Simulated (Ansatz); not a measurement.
# CaO (Fm-3m):Ca_i (8-fold void), thermodynamic levels from a 54-atom cell, part 2 of 2

Wanted: the transition levels of a self-interstitial in CaO (Fm-3m), from a cell of 54 host atoms with 1 Ca put in.

Ansatz; place-levels on r2SCAN runs: charge-transition levels and formation energies with image-charge correction and potential alignment at the atomic sites; PAW set soft_1.

So far. Step 3 (Placing the levels, r2SCAN): The host's formation energy from the elements is -3.216 eV per atom; it sets how far the chemical potentials can move.

### Step 3. Placing the levels, r2SCAN (continued)

Limit set by the element alone; other compounds of these elements are not counted. Chemical potentials from the elements' reference states: O 0.00 eV, Ca -6.43 eV. Formation energies (O-rich), with the Fermi level at the valence top and at the conduction bottom (gap 4.20 eV):

```
charge  at valence top (eV)  at conduction bottom (eV)  correction included (eV)
    +2                 6.38                      14.77                      1.42
    +1                10.34                      14.54                      0.63
     0                14.50                      14.50                      0.00
    −1                18.72                      14.52                     -0.76
```

(Fermi level (eV), lowest formation energy (eV)): (0.00, 6.38), (0.38, 7.14), (0.76, 7.91), (1.14, 8.67), (1.53, 9.43), (1.91, 10.19), (2.29, 10.96), (2.67, 11.72), (3.05, 12.49), (3.43, 13.25), (3.82, 14.01), (4.20, 14.50)

### Step 4. The same at the relaxations' own k-points

The relaxations' own energies give the levels at their sampling, for comparison.

Contents of levels.relax_mesh.yaml:

```yaml
host:
  run: host.relax.run
states: [qm1_M1.relax.run, q0.relax.run, qp1_M1.relax.run, qp2.relax.run, q0_M2.relax.run]
chemical_potentials:
  Ca:
    energy: -1821.671293
    dataset: <sha256 of the dataset>
```

Run with:

```sh
$ ansatz place-levels levels.relax_mesh.yaml -- --threads 8 --pin off --max-ram 15073MiB
```

Log:

```text
(+2/+1) 4.008 eV above the valence edge, 0.175 eV under the conduction edge
(+1/0) 4.181 eV above the valence edge, 0.002 eV under the conduction edge
[...]
formation energy of charge +2: -0.086 eV with the Fermi level at the valence edge
formation energy of charge +1: +3.922 eV with the Fermi level at the valence edge
formation energy of charge 0: +8.103 eV with the Fermi level at the valence edge
formation energy of charge -1: +12.376 eV with the Fermi level at the valence edge
  edges by r2scan, gap 4.183 eV; the host is sampled to repeats of 10.17 Å
[... the lines on each state left out ...]
```

It took 0.33 s on 8 threads of Arm Neoverse N1, shared host.

Levels between neighbouring charges, in eV above the valence top:

```
                        gap (eV)  (+2/+1)  (+1/0)  (0/−1)
one point at (¼, ¼, ¼)      4.18     4.01    4.18    4.27
  a 2×2×2 shifted mesh      4.20     3.96    4.15    4.22
```

Going from one point at (¼, ¼, ¼) to a 2×2×2 shifted mesh moves the levels that carry no band-filling term by up to 0.04 eV and formation energies against the elements by up to 0.09 eV; band-filling terms, which differ between samplings, are in these energies.

### Step 5. Another choice

In this try the input is made faulty on purpose, to show what that does.

Another version of the file is tried.

levels.try0.yaml is levels.point.yaml with these lines changed:

```diff
+defect_position:
+  qm1_M1.point.run: [0.3333, 0.0, 0.0]
+  qp1_M1.point.run: [0.5833, 0.25, 0.25]
+  qp2.point.run: [0.3333, 0.0, 0.0]
```

Run with:

```sh
$ ansatz place-levels levels.try0.yaml -- --threads 8 --pin off --max-ram 15073MiB
```

Log:

```text
Error: states: the alignment at the far atoms does not stand for every charged run (states[0] (qm1_M1.point.run): no potential alignment: what the cell's atoms and the host's sites leave over but for strayed atoms and the sites that these left (strays [...]
```

The change: the charge placed away from the defect.

The command refused this file.

### Step 6. A changed set-up

In this try the input is made faulty on purpose, to show what that does.

Another version of the file is tried.

levels.try1.yaml is levels.point.yaml with these lines changed:

```diff
-  Ca:
-    energy: -1821.671293
-    dataset: <sha256 of the dataset>
+  Ca: -1821.671293
```

Run with:

```sh
$ ansatz place-levels levels.try1.yaml -- --threads 8 --pin off --max-ram 15073MiB
```

Log:

```text
Error: YAML parse error: error: line 11 column 3: chemical_potentials.Ca: expected a mapping of `energy` and `dataset` (the content sha256 that the runs behind the energy print of the element's pseudopotential file), got a number
  --> <input>:11:3
   |
 9 |   q0_M2.point.run: q0_M2.relax.run
10 | chemical_potentials:
11 |   Ca: -1821.671293
   |   ^ chemical_potentials.Ca: expected a mapping of `energy` and `dataset` (the content sha256 that the runs behind the energy print of the element's pseudopotential file), got a number
12 | epsilon: 3.85
13 | static_epsilon: 16.67
   |
```

The change: chemical potentials as bare numbers.

The command refused this file.

### Step 7. Outcome

```json
{
 "gap of the host": "4.20 eV (r2SCAN)",
 "level (plus 2/plus 1)": "3.96 eV above the valence top",
 "level (plus 1/0)": "4.15 eV above the valence top",
 "level (0/minus 1)": "4.22 eV above the valence top, past the conduction bottom (4.56 eV above the valence top without the band-filling term)",
 "lowest of the charges placed, just above the valence top (0.02 eV)": "+2",
 "lowest of the charges placed, just below the conduction bottom (0.02 eV)": "0",
 "lowest formation energy at mid-gap of the charges run, Ca-rich": "4.14 eV",
 "lowest formation energy at mid-gap of the charges run, O-rich": "10.58 eV",
 "standing of these levels": "doubtful, see below"
}
```

In words: Of the charges placed (−1, 0, +1 and +2), the lowest changes at 3.96 eV (+2/+1) and 4.15 eV (+1/0) above the valence top, in a gap of 4.20 eV. A neutral run at a charged structure lies 0.06 eV below the neutral state placed. Unless it holds a band carrier, charge 0 isn't at its lowest here, and with that energy the steps would read (+1/0) 4.10 eV and (0/−1) 4.28 eV, which can change which charges are lowest. (+2/+1) and (+1/0) lie nearer to a band edge than the share of the finite-size correction in them (0.79 and 0.63 eV), and that correction holds for a localised charge alone. (+1/0) lies 0.04 eV from a band edge, less than the doubt on such levels. Charges above +2 were not placed, so these runs say nothing of levels that involve them. States placed: +2 at 0 μB; +1 at 1 μB; 0 at 0 μB and 2 μB; −1 at 1 μB. Other spin states or structures, where not listed, weren't placed. The program finds carriers beyond a band edge of the host and adds a band-filling term at charge −1 (-0.34 eV); steps to such a charge show no bound level, and a defect level inside a band would be read the same way. Going from one point at (¼, ¼, ¼) to a 2×2×2 shifted mesh moves the levels that carry no band-filling term by up to 0.04 eV and formation energies against the elements by up to 0.09 eV; band-filling terms, which differ between samplings, are in these energies. The program doubts the alignment of potentials for at least one state, a sign that the cell is small. What this leaves open: r2SCAN makes the gap too small and tends to spread out bound carriers; where a gas molecule sets a chemical potential or the host's formation energy, its binding is uncorrected; force components of up to 0.20 eV/Å remain in a run at the final settings.

[Logs are printed without paths, hosts, clocks, repeated set-up lines and the standing remarks that a program may print on its own settings, such as how far it seeks lower states.]

[Hosts, paths, dates, database ids (printed as entryN), source tags and the programs' standing remarks are cut or masked in the printed files.]

[Where a table of states has a column of steps, it counts the stored structures, which are thinned; the runs took as many ionic steps or more.]

[A defect's name tells the site on which it was built; relaxed atoms can leave that site.]

[For some hosts the program warned that the k-mesh of the response run may be too coarse for force constants and the static dielectric constant; such warnings are not shown here.]
